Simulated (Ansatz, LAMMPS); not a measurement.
# Static equation of state of glassy Na2Si4O9 (90 atoms)

Density of this cell: 2.34 g/cm³. The cell holds 90 atoms: 12 Na, 54 O and 24 Si. Its edges and angles: a = 11.025 Å, b = 10.428 Å, c = 11.258 Å, α = 90.4°, β = 89.2°, γ = 84.7°. The starting structure: 90 atoms (12 Na, 54 O, 24 Si) placed at random at 2.38 g/cm³, melted at 4500 K for 20 ps at fixed volume with the Morse and Coulomb pair potential with partial charges (Pedone, Malavasi, Menziani, Cormack and Segre, J. Phys. Chem. B 110, 11780 (2006)). Quenched from 4500 K to 300 K at 10 K/ps and fixed volume, held 5 ps.

Calculated with Ansatz 0.2.0: Kohn-Sham DFT, PBE, PAW (set soft_2), plane waves; cutoff 420 eV, Γ point, fermi-dirac smearing of 0.025 eV. Cell and atoms were relaxed first, to V0 = 14.320 Å³ an atom at a residual P0 = 0.002 GPa. The cell was then scaled evenly, and the atoms were relaxed at each volume.

| volume (Å³/atom) | pressure (GPa) |
| --- | --- |
| 12.888 | 4.935 |
| 13.460 | ? |
| 13.890 | 1.336 |
| 14.749 | -1.173 |
| 15.179 | -2.239 |

Task: Fit the third-order Birch–Murnaghan equation to the rows given and interpolate to the withheld row.

Worked fit:

Take the Eulerian strain f = ½[(V0/V)^(2/3) − 1] and the normalised pressure F = (P − P0) / [3f(1 + 2f)^(5/2)]. The third-order Birch–Murnaghan equation is then the line F = B0 + (3/2)B0(B′ − 4) f, so u = f and v = F.

| u = f | v = F (GPa) |
| --- | --- |
| 0.0363829 | 37.9140 |
| 0.0102570 | 41.1843 |
| -0.00975626 | 42.2025 |
| -0.0190503 | 43.2227 |

With n = 4: mean u = 0.00445833, mean v = 41.1309, Σ(u − ū)² = 0.0018075, Σ(u − ū)(v − v̄) = -0.16680. Slope b = -0.16680 / 0.0018075 = -92.280; intercept a = v̄ − b ū = 41.542.

So B0 = a = 41.5 GPa and B′ = 4 + 2b/(3a) = 2.52. At the withheld volume f = 0.02106, F = a + b f = 39.60 GPa, and P = P0 + 3f(1 + 2f)^(5/2) F.

Prediction at 13.460: 2.776 GPa. The run gave 2.771 GPa, so the fit is high by 0.0051 GPa (0.18 % of the value).

Among the rows given, the largest miss of the fit is at 12.888, by 0.035 GPa (0.49 % of the range of the table).

Limits: Static cells at zero temperature; the cell shape is held. The program notes that the SCF threshold of these relaxations is loose for the stress. The quench rate of 10 K/ps is many orders above laboratory rates, so the cell is likely richer in defects and strain than a real sample. The network of bonds at the start is that of the classical potential that made the cell, and needn't be the one that DFT or experiment would give. Only the Γ point is sampled, in a cell whose shortest periodic width is 10 Å.

[Hosts, paths, dates, database ids (printed as entryN), source tags and the programs' standing remarks are cut or masked in the printed files.]
